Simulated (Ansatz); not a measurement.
# BN (P6_3/mmc): Grüneisen parameters, part 3 of 3

Does BN (P6_3/mmc) expand much on heating, by its phonons?

Ansatz 0.2.0; DFT LDA, scalar-relativistic, plane waves, PAW; PAW set soft_1.

So far, highest frequency on the path or at a solved wavevector (cm⁻¹): step 2 (response at finite wavevector) 1617; step 4 (phonons at the other volume, volume ratio 0.97) 1623.

The database entry behind the starting cell differs from later determinations by our own check (about 0.3 % short, minor phase), so it need not match the best structure at ambient conditions.

## (6) Phonons at the other volume, volume ratio 1.03

The phonons are repeated at this volume on the same k and q meshes.

The input, input.yaml:

```yaml
crystal:
  lattice:
    - [2.4897170041, 0.0, 0.0]
    - [-1.244858502, 2.1561581738, 0.0]
    - [0.0, 0.0, 6.6795877636]
  atoms:
    - { symbol: B, position: [0.3333333333, 0.6666666667, 0.25] }
    - { symbol: B, position: [0.6666666667, 0.3333333333, 0.75] }
    - { symbol: "N", position: [0.3333333333, 0.6666666667, 0.75] }
    - { symbol: "N", position: [0.6666666667, 0.3333333333, 0.25] }
kpoints:
  mp_grid: { grid: [12, 12, 4] }
hamiltonian:
  xc: lda
  pseudopotentials: { kind: paw, azcp: { folder: soft_1 }, xc_functional: pbe }
scf:
  occupations: { method: fixed }
output:
  eigenvalues: true
phonons:
  method: dfpt
  dielectric: true
  rigid_motions: translations
  qmesh: [6, 6, 2]
  temperatures: { t_max: 1000, t_step: 50 }
  qpath:
    path:
      - [[0.0, 0.0, 0.0], [0.5, 0.0, 0.0], [0.33333333, 0.33333333, 0.0], [0.0, 0.0, 0.0], [0.0, 0.0, 0.5], [0.5, 0.0, 0.5], [0.33333333, 0.33333333, 0.5], [0.0, 0.0, 0.5]]
      - [[0.5, 0.0, 0.5], [0.5, 0.0, 0.0]]
      - [[0.33333333, 0.33333333, 0.5], [0.33333333, 0.33333333, 0.0]]
    npoints: 10
```

On the command line:

```
$ ansatz run input.yaml --threads 4 --pin off --max-ram 10240MiB --backend cpu --events-out ev --progress --plain --runs-dir out
```

Numbers of over 12 decimals in the logs are rounded to 6 here.

Log:

```text
[...]
Crystal: 4 atoms, lattice volume = 35.858 Å³
Basis set: ecut = 420 eV, 677 PW (Γ), exchange–correlation on 36×36×96 points (8 copies of the dense FFT grid, shifted against one another)
Bands: 12, of which v1, the nominal top of the filled ones, is band 8 counted from 1 (7 counted from 0)
Symmetry: 24 space group operations
[...]
ω (cm⁻¹)  modes    IR ((D/Å)²/amu)
[...]
optical modes at Γ + LO–TO along q̂ = [0.0000, 0.0000, 1.0000]:
      ω (cm⁻¹)  modes    IR ((D/Å)²/amu)
[...]
812.51      1             0.0000
        818.81      1             4.1782
       1382.82      2             0.0000
       1382.99      2           110.6740
--- Phonons (arbitrary-q DFPT): 14 irreducible q on the 6×6×2 mesh ---
[...]
interpolated dispersion: 94 rows × 12 modes
[...]
[key lines of the parts left out:]
SCF converged after 9 iterations
Free energy (F): -1052.701006 eV
Fermi energy:    4.489522 eV
```

Wall time 1.9 min (4 threads of Arm Neoverse V2, shared host); peak memory 0.8 GiB; 7.4 min of CPU time.

This step gave:

```yaml
sum_rule_residual_before_enforcement: 4.29e-5 eV/Å²
miss_of_the_charge_sum_rule: 5.12e-6 e
highest_frequency_on_the_path_or_at_a_solved_wavevector: 1612 cm⁻¹
mean_frequency: 836.3 cm⁻¹
debye_temperature_second_moment: 1754 K
logarithmic_mean_frequency: 679.8 cm⁻¹
highest_optical_mode_at_the_zone_centre_no_lo_to_term: 1383 cm⁻¹
lowest_optical_zone_centre_mode: 43.09 cm⁻¹
mean_high_frequency_dielectric_constant: 4.102
largest_born_charge_third_of_the_trace: 2.051 e
mean_static_dielectric_constant: 5.393
top_of_the_zone_centre_spectrum_with_the_field: 1612 cm⁻¹
lowest_mode_on_the_q_mesh_acoustic_modes_at_gamma_apart: 30.37 cm⁻¹
zero_point_energy_per_atom: 155.5 meV
heat_capacity_at_300_k: 9.892 J/(mol atoms K)
vibrational_entropy_at_300_k: 7.633 J/(mol atoms K)
```

Frequencies (cm⁻¹) solved at each irreducible wavevector; negative means imaginary. Frequencies by wavevector, by row:

```csv
q in reciprocal lattice units,star,mode 1,mode 2,mode 3,mode 4,mode 10,mode 11,mode 12
0 0 0,1,0,0,0,43.1,1383,1383,1383
0 0 -0.5,1,30.4,30.4,30.4,30.4,1383,1383,1383
0 0.1667 0,6,63.7,100.2,293,296.3,1355,1480,1579
0 0.1667 -0.5,6,84.4,84.4,294.6,294.6,1354,1517,1517
0 0.3333 0,6,205.7,209.4,485.9,488.1,1305,1437,1469
0 0.3333 -0.5,6,208.2,208.2,487,487,1304,1452,1452
0 -0.5 0,3,315.2,317.4,548.6,550.8,1283,1309,1318
0 -0.5 -0.5,3,317.3,317.3,549.7,549.7,1282,1314,1314
0.1667 0.1667 0,6,158.5,165,522.5,525.4,1318,1458,1500
0.1667 0.1667 -0.5,6,162.3,162.3,523.9,523.9,1317,1477,1477
0.1667 0.3333 0,12,284.2,289.6,615.1,638,1291,1325,1339
0.1667 0.3333 -0.5,12,287.7,287.7,627,627,1290,1332,1332
0.3333 0.3333 0,2,322.6,322.6,583.3,583.3,1199,1294,1298
0.3333 0.3333 -0.5,2,323.9,323.9,583.2,583.2,1200,1296,1296
```

The highest optical mode at the zone centre (no LO-TO term) is 1383.0 cm⁻¹, -2.8 cm⁻¹ against the base run.

## (7) Grüneisen parameters

The Grüneisen parameter of a mode is minus the logarithmic change of its frequency with volume, −d ln ω / d ln V; weighted by heat capacity it gives the expansion.

Numbers from this step:

| Item | Value |
| --- | --- |
| bulk modulus | 27.7 GPa |
| gap deformation potential | 2.02 eV |

Phonon branches along the path, in cm⁻¹:

```csv
point,branch 1,branch 2,branch 3,branch 4,branch 9,branch 10,branch 11,branch 12
Γ,0,0,0,50,1386,1386,1386,1617
halfway,130,152,407,412,1328,1332,1482,1540
M,318,319,548,551,1285,1286,1310,1321
halfway,317,319,592,609,1263,1272,1295,1296
K,325,325,580,580,1202,1202,1298,1302
halfway,161,174,522,526,1320,1321,1457,1504
Γ,0,0,0,50,1386,1386,1386,1617
halfway,19,19,43,46,1386,1386,1386,1386
A,35,35,35,35,1386,1386,1386,1386
halfway,142,142,409,409,1330,1330,1508,1508
L,320,320,550,550,1286,1286,1316,1316
halfway,320,320,601,601,1268,1268,1295,1295
H,326,326,580,580,1202,1202,1300,1300
halfway,168,168,524,524,1320,1320,1479,1479
A,35,35,35,35,1386,1386,1386,1386
jump to L,320,320,550,550,1286,1286,1316,1316
halfway,319,319,549,551,1285,1286,1312,1319
M,318,319,548,551,1285,1286,1310,1321
jump to H,326,326,580,580,1202,1202,1300,1300
halfway,326,326,580,580,1202,1202,1299,1302
K,325,325,580,580,1202,1202,1298,1302
```

The same for volume x 0.97:

```csv
point,branch 1,branch 2,branch 3,branch 4,branch 9,branch 10,branch 11,branch 12
Γ,0,0,0,58,1390,1390,1390,1623
M,321,321,548,552,1289,1290,1313,1325
K,327,327,575,575,1205,1205,1303,1309
Γ,0,0,0,58,1390,1390,1390,1623
A,41,41,41,41,1390,1390,1390,1390
L,323,323,550,550,1290,1290,1319,1319
H,330,330,575,575,1205,1205,1306,1306
A,41,41,41,41,1390,1390,1390,1390
L,323,323,550,550,1290,1290,1319,1319
M,321,321,548,552,1289,1290,1313,1325
H,330,330,575,575,1205,1205,1306,1306
K,327,327,575,575,1205,1205,1303,1309
```

The same for volume x 1.03:

```csv
point,branch 1,branch 2,branch 3,branch 4,branch 9,branch 10,branch 11,branch 12
Γ,0,0,0,43,1383,1383,1383,1612
M,315,317,549,551,1282,1283,1309,1318
K,323,323,583,583,1199,1199,1295,1298
Γ,0,0,0,43,1383,1383,1383,1612
A,30,30,30,30,1383,1383,1383,1383
L,317,317,550,550,1282,1282,1314,1314
H,324,324,583,583,1200,1200,1296,1296
A,30,30,30,30,1383,1383,1383,1383
L,317,317,550,550,1282,1282,1314,1314
M,315,317,549,551,1282,1283,1309,1318
H,324,324,583,583,1200,1200,1296,1296
K,323,323,583,583,1199,1199,1295,1298
```

Mode Grueneisen parameter -dln(w)/dln(V), modes matched by rank; at Γ the acoustic branches take the value of a neighbouring point of the path. The mode Grüneisen parameters at the labelled points ():

```csv
point,branch 1,branch 2,branch 3,branch 4,branch 9,branch 10,branch 11,branch 12
Γ,3.28,0.46,2.57,4.92,0.08,0.08,0.08,0.11
halfway,0.61,2.73,-0.01,0.07,0.09,0.09,-0.02,0.10
M,0.29,0.20,-0.02,0.02,0.09,0.10,0.05,0.09
halfway,0.28,0.22,-0.31,-0.15,0.05,0.09,0.10,0.12
K,0.24,0.24,-0.23,-0.23,0.08,0.08,0.10,0.14
halfway,0.50,1.87,0.00,0.06,0.09,0.10,0.00,0.10
Γ,3.10,3.05,1.97,4.92,0.08,0.08,0.08,0.11
halfway,4.89,4.89,6.90,4.90,0.08,0.08,0.08,0.08
A,4.90,4.90,4.90,4.90,0.08,0.08,0.08,0.08
halfway,1.85,1.85,0.02,0.02,0.09,0.09,0.04,0.04
L,0.28,0.28,0.00,0.00,0.09,0.09,0.07,0.07
halfway,0.29,0.29,-0.22,-0.22,0.08,0.08,0.11,0.11
H,0.29,0.29,-0.23,-0.23,0.08,0.08,0.12,0.12
halfway,1.27,1.27,0.03,0.03,0.09,0.09,0.05,0.05
A,4.90,4.90,4.90,4.90,0.08,0.08,0.08,0.08
jump to L,0.28,0.28,0.00,0.00,0.09,0.09,0.07,0.07
halfway,0.30,0.23,-0.02,0.02,0.09,0.10,0.05,0.09
M,0.29,0.20,-0.02,0.02,0.09,0.10,0.05,0.09
jump to H,0.29,0.29,-0.23,-0.23,0.08,0.08,0.12,0.12
halfway,0.27,0.27,-0.23,-0.23,0.08,0.08,0.11,0.14
K,0.24,0.24,-0.23,-0.23,0.08,0.08,0.10,0.14
```

(dS/dlnV)/C_V. Table of thermodynamic Grueneisen parameter by temperature:

```csv
temperature (K),thermodynamic Grueneisen parameter
50,2.84
100,1.64
150,1.10
200,0.805
250,0.632
300,0.524
350,0.451
400,0.403
450,0.367
500,0.342
550,0.323
600,0.309
650,0.297
700,0.288
750,0.28
800,0.275
850,0.27
900,0.265
950,0.262
1000,0.259
```

Gamma C_V/(B V) at the static volume. The volume expansion by temperature:

```csv
temperature (K),volume expansion (1e-6/K)
50,15.4
100,27.9
150,32.6
200,34.4
250,35.2
300,35.7
350,35.9
400,36.3
450,36.5
500,36.8
550,37.1
600,37.4
650,37.5
700,37.8
750,37.9
800,38.1
850,38.2
900,38.3
950,38.5
1000,38.6
```

## (8) Summary of results

- bulk modulus: 27.7 GPa
- gap deformation potential: 2.02 eV
- thermodynamic Grüneisen parameter at 300 K: 0.524
- volume expansion at 300 K, estimated: 35.69 × 10⁻⁶ K⁻¹

By this estimate the volume grows by 35.7 × 10⁻⁶ per kelvin at 300 K. Without the field, the highest optical mode at Γ goes from 1390 to 1383 cm⁻¹ as the cell grows, a Grüneisen parameter of 0.08. Mode parameters on the path run from -0.43 to 7.0, with a median of 0.08. Modes with negative values stiffen as the cell grows and pull against the expansion. Branches are matched by rank, so values near crossings are rough. The expansion is the Grüneisen estimate at the static volume, with the static bulk modulus. The program warns that the interpolation holds no quadrupole term, so branches close to Γ can be off in this crystal. The PAW files were made for PBE and serve the other functionals too.

[Logs are printed without paths, hosts, clocks, repeated set-up lines and the standing remarks that a program may print on its own settings, such as how far it seeks lower states.]

[Hosts, paths, dates, database ids (printed as entryN), source tags and the programs' standing remarks are cut or masked in the printed files.]
